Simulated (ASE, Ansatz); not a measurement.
# Random fcc alloy of Ir and Pd (108 atoms): support functions against a reference

Aim: test how closely localised support functions follow the reference on random fcc alloy of Ir and Pd (108 atoms), and at what cost. A setting counts as converged where the r.m.s. difference of forces stays under 1 % of the r.m.s. force.

Program: Ansatz 0.2.0. Level of theory: Kohn-Sham DFT, PBE, PAW (set soft_2), plane waves. Results are calculated unless marked as measured.

Most raw output is cut from this account.

## (1) Set-up

The cell holds 108 atoms: 68 Pd and 40 Ir. Its edges and angles: a = 11.613 Å, b = 11.613 Å, c = 11.613 Å, α = 90.0°, β = 90.0°, γ = 90.0°. It derives from Ir (fcc) and Pd, repeated 3×3×3. Fcc Ir, 3 x 3 x 3 conventional cells, 68 of 108 Ir sites given to Pd at random (x = 0.630), lattice by Vegard's rule (a = 3.871 Å); not relaxed, displaced by a Gaussian of 0.02 Å.

What the set-up can't give: The host structure and its lattice constant were typed by rule, without a check against the phase diagram. The levels lack spin–orbit coupling, which is large for the heavy elements here.

## (2) Plane-wave single point

This run is the reference for what follows, at a cutoff of 420 eV.

Contents of input.yaml:

```yaml
crystal:
  lattice:
    - [11.6133, 0.0, 0.0]
    - [0.0, 11.6133, 0.0]
    - [0.0, 0.0, 11.6133]
  atoms:
    - { symbol: Pd, position: [0.99669, 0.99858, 0.99677] }
    - { symbol: Pd, position: [0.99761, 0.16719, 0.16537] }
    - { symbol: Ir, position: [0.16479, 0.00037, 0.16679] }
    - { symbol: Pd, position: [0.167, 0.16432, 0.99962] }
    - { symbol: Pd, position: [0.99986, 0.00216, 0.3315] }
    - { symbol: Pd, position: [0.00063, 0.16532, 0.5007] }
    - { symbol: Ir, position: [0.16913, 0.99853, 0.50043] }
    - { symbol: Ir, position: [0.16634, 0.1651, 0.33173] }
    - { symbol: Ir, position: [0.0005, 0.00099, 0.66515] }
    - { symbol: Pd, position: [0.00317, 0.16439, 0.83398] }
    - { symbol: Ir, position: [0.16618, 0.99828, 0.83189] }
    - { symbol: Ir, position: [0.16636, 0.16669, 0.66335] }
    - { symbol: Pd, position: [0.9991, 0.33304, 0.99872] }
    - { symbol: Pd, position: [7.0e-05, 0.49742, 0.1665] }
    - { symbol: Pd, position: [0.16697, 0.33737, 0.16638] }
    - { symbol: Pd, position: [0.1689, 0.4986, 0.99853] }
    - { symbol: Ir, position: [0.00078, 0.33264, 0.33376] }
    - { symbol: Pd, position: [0.00113, 0.49952, 0.49942] }
    - { symbol: Pd, position: [0.16608, 0.33431, 0.49943] }
    - { symbol: Pd, position: [0.16724, 0.50026, 0.33353] }
    - { symbol: Pd, position: [0.99872, 0.3309, 0.66209] }
    - { symbol: Pd, position: [0.99996, 0.49963, 0.83165] }
    - { symbol: Pd, position: [0.16885, 0.33349, 0.83431] }
    - { symbol: Pd, position: [0.16189, 0.49981, 0.66843] }
    - { symbol: Ir, position: [0.99786, 0.66891, 0.00411] }
    - { symbol: Ir, position: [0.99783, 0.82913, 0.16734] }
    - { symbol: Ir, position: [0.16584, 0.66786, 0.16533] }
    - { symbol: Pd, position: [0.1682, 0.83317, 0.0002] }
    - { symbol: Pd, position: [0.00338, 0.66537, 0.3347] }
    - { symbol: Pd, position: [0.00124, 0.83553, 0.49953] }
    - { symbol: Ir, position: [0.16848, 0.66611, 0.4974] }
    - { symbol: Ir, position: [0.1678, 0.83412, 0.33703] }
    - { symbol: Pd, position: [0.00073, 0.66517, 0.66868] }
    - { symbol: Ir, position: [0.00069, 0.83305, 0.83286] }
    - { symbol: Pd, position: [0.16743, 0.66555, 0.83493] }
    - { symbol: Ir, position: [0.16591, 0.83292, 0.66532] }
    - { symbol: Ir, position: [0.33423, 0.00282, 0.99592] }
    - { symbol: Pd, position: [0.33086, 0.1636, 0.16517] }
    - { symbol: Pd, position: [0.5057, 0.00103, 0.16715] }
    - { symbol: Pd, position: [0.50007, 0.16616, 0.00021] }
    - { symbol: Pd, position: [0.33022, 0.99863, 0.33358] }
    - { symbol: Ir, position: [0.32791, 0.16783, 0.50072] }
    - { symbol: Pd, position: [0.49973, 0.0007, 0.50277] }
    - { symbol: Pd, position: [0.50023, 0.16537, 0.33098] }
    - { symbol: Pd, position: [0.33163, 0.99891, 0.66431] }
    - { symbol: Pd, position: [0.33426, 0.16902, 0.83388] }
    - { symbol: Pd, position: [0.49713, 0.99744, 0.83284] }
    - { symbol: Ir, position: [0.49885, 0.16462, 0.66424] }
    - { symbol: Pd, position: [0.33214, 0.33463, 0.00023] }
    - { symbol: Pd, position: [0.33695, 0.49993, 0.16607] }
    - { symbol: Pd, position: [0.50048, 0.33295, 0.16968] }
    - { symbol: Pd, position: [0.49905, 0.50223, 0.00233] }
    - { symbol: Pd, position: [0.33585, 0.33505, 0.33355] }
    - { symbol: Ir, position: [0.33378, 0.49815, 0.49938] }
    - { symbol: Pd, position: [0.49829, 0.33281, 0.50252] }
    - { symbol: Ir, position: [0.50003, 0.50186, 0.33201] }
    - { symbol: Pd, position: [0.33577, 0.33442, 0.66914] }
    - { symbol: Ir, position: [0.3364, 0.49706, 0.83282] }
    - { symbol: Pd, position: [0.4994, 0.33324, 0.83634] }
    - { symbol: Ir, position: [0.49789, 0.49887, 0.66704] }
    - { symbol: Pd, position: [0.33423, 0.66469, 0.00082] }
    - { symbol: Pd, position: [0.33382, 0.83349, 0.1689] }
    - { symbol: Ir, position: [0.49919, 0.6638, 0.1675] }
    - { symbol: Ir, position: [0.49754, 0.83093, 0.99936] }
    - { symbol: Ir, position: [0.33349, 0.66494, 0.33187] }
    - { symbol: Pd, position: [0.32997, 0.82959, 0.50034] }
    - { symbol: Ir, position: [0.50018, 0.66899, 0.49838] }
    - { symbol: Pd, position: [0.49985, 0.83171, 0.33442] }
    - { symbol: Ir, position: [0.33112, 0.66593, 0.6654] }
    - { symbol: Pd, position: [0.33319, 0.8345, 0.83337] }
    - { symbol: Ir, position: [0.50067, 0.66704, 0.82977] }
    - { symbol: Pd, position: [0.49707, 0.83286, 0.67011] }
    - { symbol: Pd, position: [0.66753, 0.99863, 0.99958] }
    - { symbol: Pd, position: [0.66498, 0.1653, 0.1687] }
    - { symbol: Pd, position: [0.83513, 0.99814, 0.16579] }
    - { symbol: Pd, position: [0.83341, 0.16725, 0.00044] }
    - { symbol: Pd, position: [0.66801, 0.99934, 0.33432] }
    - { symbol: Ir, position: [0.6655, 0.16435, 0.50155] }
    [... 24 atom lines left out ...]
    - { symbol: Pd, position: [0.83397, 0.66648, 0.49974] }
    - { symbol: Ir, position: [0.83067, 0.83272, 0.33484] }
    - { symbol: Pd, position: [0.66479, 0.666, 0.66541] }
    - { symbol: Pd, position: [0.66524, 0.83423, 0.83199] }
    - { symbol: Pd, position: [0.83385, 0.66839, 0.83339] }
    - { symbol: Pd, position: [0.83236, 0.83549, 0.66784] }
kpoints:
  mp_grid: { grid: [2, 2, 2] }
hamiltonian:
  xc: pbe
scf:
  occupations: { method: cold, width: 0.15 }
output:
  forces: true
  stress: true
  populations: intrinsic
  dos:
    method: { smearing: { sigma: 0.08 } }
    de: 0.1
    projected: { site_lists: { Ir: [Ir], Pd: [Pd] } }
  eigenvalues: true
  write_density: true
  write_potential: true
  volumetric_format: npy
```

On the command line:

```
$ ansatz run input.yaml --threads 32 --pin off --max-ram 143360MiB --backend cuda --events-out ev --progress --plain --runs-dir out
```

Wall time 6 s (1 × NVIDIA GB200 with 32 threads of Arm Neoverse V2, shared host); peak memory 6.1 GiB; 41 s of CPU time.

That memory is the host's; the program planned up to 60.6 GiB on the GPU. Forces of this run were stored rounded, and per-atom blocks of the log weren't kept.

Read from the output:

| Item | Value |
| --- | --- |
| free energy | -951555.1870 eV |
| free energy per atom | -8810.6962 eV/atom |
| SCF cycles | 9 |
| pressure | 6.486 GPa |
| r.m.s. force component | 0.4234 eV/Å |
| longest force | 1.84 eV/Å |
| Fermi energy | 22.11 eV |
| levels partly filled by over 2 per cent | 181 |

The r.m.s. force component of 0.42 eV/Å sets the scale for the differences below.

## (3) Support functions low

With localised support functions most steps grow linearly with size, though the diagonalisation grows faster unless the density matrix is cut; this run measures error and cost at this size. The level low gives here a grid of 54×54×54 points and a radius of 3.75 Å.

This step: Kohn-Sham DFT, PBE, PAW (set soft_2), localised support functions (low) (Ansatz 0.2.0).

input.yaml, the sections that differ from step 2:

```yaml
scf:
  occupations: { method: cold, width: 0.15 }
  eigensolver: { kind: { support_functions: { accuracy: low } } }
  max_iter: 150
output:
  forces: true
  eigenvalues: true
# crystal, kpoints, hamiltonian: as in step 2
```

Run time: 17 s. Hardware: 1 × NVIDIA GB200 with 32 threads; peak memory 1.6 GiB; 37 s of CPU time.

That memory is the host's; the program planned up to 6.1 GiB on the GPU.

The program notes that the band table was not solved further than the SCF left it and it switched symmetry off.

Keys that differ from the reference: support_functions.accuracy = "low" and scf.max_iter = 150.

Forces differ from the reference by 1.4 meV/Å r.m.s., 0.32 % of their size, within a tolerance of 1 %; the energy by -3.3 meV/atom. It took 17 s and 20 cycles; the reference's time can't be set against it, since the two runs asked for unlike analyses.

## (4) Support functions medium

The level medium is asked for. Here it resolves to the same grid and radius as in the run with support functions low, so the basis is not new.

This step: Kohn-Sham DFT, PBE, PAW (set soft_2), localised support functions (medium) (Ansatz 0.2.0).

input.yaml, the sections that differ from step 3:

```yaml
scf:
  occupations: { method: cold, width: 0.15 }
  eigensolver: { kind: { support_functions: { accuracy: medium } } }
  max_iter: 150
# crystal, kpoints, hamiltonian, output: as in step 3
```

Wall time 18 s (1 × NVIDIA GB200 with 32 threads); peak memory 1.7 GiB.

That memory is the host's; the program planned up to 6.1 GiB on the GPU.

Keys that differ from the reference: support_functions.accuracy = "medium" and scf.max_iter = 150.

Forces differ from the reference by 1.3 meV/Å r.m.s., 0.32 % of their size, within a tolerance of 1 %; the energy by -3.3 meV/atom. It took 18 s and 21 cycles; the reference's time can't be set against it, since the two runs asked for unlike analyses.

## (5) Support functions high

With localised support functions most steps grow linearly with size, though the diagonalisation grows faster unless the density matrix is cut; this run measures error and cost at this size. The level high gives here a grid of 72×72×72 points and a radius of 4.48 Å.

This step: Kohn-Sham DFT, PBE, PAW (set soft_2), localised support functions (high) (Ansatz 0.2.0).

input.yaml, the sections that differ from step 4:

```yaml
scf:
  occupations: { method: cold, width: 0.15 }
  eigensolver: { kind: { support_functions: { accuracy: high } } }
  max_iter: 150
# crystal, kpoints, hamiltonian, output: as in step 4
```

Wall time 43 s (1 × NVIDIA GB200 with 32 threads); peak memory 1.7 GiB; 68 s of CPU time.

That memory is the host's; the program planned up to 11.5 GiB on the GPU.

The program notes that the correction for the support functions is uncertain and the support functions were not fully converged.

Keys that differ from the reference: support_functions.accuracy = "high" and scf.max_iter = 150.

Forces differ from the reference by 0.69 meV/Å r.m.s., 0.16 % of their size, well within a tolerance of 1 %; the energy by -3.2 meV/atom. It took 43 s and 45 cycles; the reference's time can't be set against it, since the two runs asked for unlike analyses.

## (6) Support functions medium, radius 3.0 Å

The radius confines each support function; a larger one gives more freedom and more work per atom.

This step: Kohn-Sham DFT, PBE, PAW (set soft_2), localised support functions (medium) (Ansatz 0.2.0).

input.yaml, the sections that differ from step 5:

```yaml
scf:
  occupations: { method: cold, width: 0.15 }
  eigensolver: { kind: { support_functions: { accuracy: medium, radius: 3.0 } } }
  max_iter: 150
# crystal, kpoints, hamiltonian, output: as in step 5
```

Run time: 1.1 s. Hardware: 1 × NVIDIA GB200 with 32 threads; peak memory 0.88 GiB.

That memory is the host's; the program planned up to 0.5 GiB on the GPU.

The program refuses radii under 3.56 Å for these atoms at this level.

## (7) Support functions medium, radius 3.3 Å

input.yaml, the sections that differ from step 6:

```yaml
scf:
  occupations: { method: cold, width: 0.15 }
  eigensolver: { kind: { support_functions: { accuracy: medium, radius: 3.3 } } }
  max_iter: 150
# crystal, kpoints, hamiltonian, output: as in step 6
```

The job ended after 1.1 s (1 × NVIDIA GB200 with 32 threads; peak memory 0.9 GiB).

That memory is the host's; the program planned up to 0.5 GiB on the GPU.

The program refuses radii under 3.56 Å for these atoms at this level.

## (8) Support functions medium, radius 3.52 Å

input.yaml, the sections that differ from step 7:

```yaml
scf:
  occupations: { method: cold, width: 0.15 }
  eigensolver: { kind: { support_functions: { accuracy: medium, radius: 3.52 } } }
  max_iter: 150
# crystal, kpoints, hamiltonian, output: as in step 7
```

Run time: 1.1 s. Hardware: 1 × NVIDIA GB200 with 32 threads; peak memory 0.88 GiB.

That memory is the host's; the program planned up to 0.5 GiB on the GPU.

The program refuses radii under 3.56 Å for these atoms at this level.

## (9) Support functions medium, radius 4.12 Å

input.yaml, the sections that differ from step 8:

```yaml
scf:
  occupations: { method: cold, width: 0.15 }
  eigensolver: { kind: { support_functions: { accuracy: medium, radius: 4.12 } } }
  max_iter: 150
# crystal, kpoints, hamiltonian, output: as in step 8
```

Run time: 18 s. Hardware: 1 × NVIDIA GB200 with 32 threads; peak memory 1.6 GiB.

That memory is the host's; the program planned up to 7.4 GiB on the GPU.

Keys that differ from the reference: support_functions.accuracy = "medium", support_functions.radius = 4.12 and scf.max_iter = 150.

Forces differ from the reference by 1.2 meV/Å r.m.s., 0.29 % of their size, well within a tolerance of 1 %; the energy by -3.3 meV/atom. It took 18 s and 19 cycles; the reference's time can't be set against it, since the two runs asked for unlike analyses.

## (10) Support functions medium, radius 4.49 Å

input.yaml, the sections that differ from step 9:

```yaml
scf:
  occupations: { method: cold, width: 0.15 }
  eigensolver: { kind: { support_functions: { accuracy: medium, radius: 4.49 } } }
  max_iter: 150
# crystal, kpoints, hamiltonian, output: as in step 9
```

The job ended after 16 s (1 × NVIDIA GB200 with 32 threads; peak memory 1.7 GiB; 36 s of CPU time).

That memory is the host's; the program planned up to 9.3 GiB on the GPU.

Keys that differ from the reference: support_functions.accuracy = "medium", support_functions.radius = 4.49 and scf.max_iter = 150.

Forces differ from the reference by 0.84 meV/Å r.m.s., 0.20 % of their size, well within a tolerance of 1 %; the energy by -3.4 meV/atom. It took 16 s and 11 cycles; the reference's time can't be set against it, since the two runs asked for unlike analyses.

## (11) Support functions medium, radius 5.06 Å

input.yaml, the sections that differ from step 10:

```yaml
scf:
  occupations: { method: cold, width: 0.15 }
  eigensolver: { kind: { support_functions: { accuracy: medium, radius: 5.06 } } }
  max_iter: 150
# crystal, kpoints, hamiltonian, output: as in step 10
```

Elapsed: 17 s, on 1 × NVIDIA GB200 with 32 threads; peak memory 1.7 GiB; 39 s of CPU time.

That memory is the host's; the program planned up to 11.3 GiB on the GPU.

Keys that differ from the reference: support_functions.accuracy = "medium", support_functions.radius = 5.06 and scf.max_iter = 150.

Forces differ from the reference by 0.74 meV/Å r.m.s., 0.18 % of their size, well within a tolerance of 1 %; the energy by -3.4 meV/atom. It took 17 s and 11 cycles; the reference's time can't be set against it, since the two runs asked for unlike analyses.

## (12) Another try, on a changed input

The input is spoilt on purpose; the run shows how that looks.

This step: Kohn-Sham DFT, PBE, PAW (set soft_2), plane waves (Ansatz 0.2.0).

input.yaml, the sections that differ from step 11:

```yaml
scf:
  occupations: { method: cold, width: 0.15 }
  mixing: { algorithm: anderson, beta: 0.001, ndim: 1 }
  max_iter: 50
output:
  forces: true
# crystal, kpoints, hamiltonian: as in step 11
```

Elapsed: 7.4 s, on 1 × NVIDIA GB200 with 32 threads; peak memory 1.9 GiB.

That memory is the host's; the program planned up to 55.4 GiB on the GPU.

Residual by cycle:

cycle, log10 residual and a bar from the least value:
```
        1        0.8 ##############################
        5        0.7 ############################
       10        0.7 ########################
       14        0.7 ######################
       19        0.7 ###################
       23        0.7 ################
       28        0.7 #############
       32        0.7 ###########
       37        0.6 ########
       41        0.6 #####
       46        0.6 ##
       50        0.6
```

After 50 cycles the residual stands at 4.0, against 4.8 at cycle 26 and a least value of 4.0. The cap of 50 cycles in the input ended the loop.

The program's message: “Error: did not converge after 50 iterations: dr2 = 4.02e0 (threshold 1.00e-6), under the density mixer `anderson`; raise `scf.max_iter`, which need not help a stalled SCF, or adjust the mixing (`scf.m …”

The fault in the input: mixing far too weak (scf.mixing = {"algorithm": "anderson", "beta": 0.001, "ndim": 1}). The fix is to take out scf.mixing.

Runs without a result: support functions medium, radius 3.0 Å (error); support functions medium, radius 3.3 Å (error); support functions medium, radius 3.52 Å (error).

## (13) The ladder side by side

Differences are against the plane-wave reference (Kohn-Sham DFT, PBE, PAW (set soft_2), plane waves), whose r.m.s. force component is 0.423 eV/Å. Energies are set beside the reference only for runs with its functional, potentials and electron count. Times are for 1 × NVIDIA GB200 with 32 threads of Arm Neoverse V2, shared host. The reference's time includes the DOS, the stress and grids, which some other runs skip.

```csv
run,"Δ force, r.m.s. (meV/Å)",share of r.m.s. force (%),Δ energy (meV/atom),cycles,time,host memory (GiB),planned on the GPU (GiB)
reference,-,-,-,9,6 s,6.1,61
support functions low,1.36,0.322,-3.32,20,17 s,1.6,6.1
support functions medium,1.35,0.318,-3.32,21,18 s,1.7,6.1
support functions high ¶,0.687,0.162,-3.23,45,43 s,1.7,12
"support functions medium, radius 4.12 Å",1.24,0.294,-3.32,19,18 s,1.6,7.4
"support functions medium, radius 4.49 Å",0.845,0.200,-3.37,11,16 s,1.7,9.3
"support functions medium, radius 5.06 Å",0.744,0.176,-3.38,11,17 s,1.7,11
```

¶ The program warns that the support functions of this run were not fully converged.

[end of part 1 of 2]

[Logs are printed without paths, hosts, clocks, repeated set-up lines and the standing remarks that a program may print on its own settings, such as how far it seeks lower states.]

[Hosts, paths, dates, database ids (printed as entryN), source tags and the programs' standing remarks are cut or masked in the printed files.]
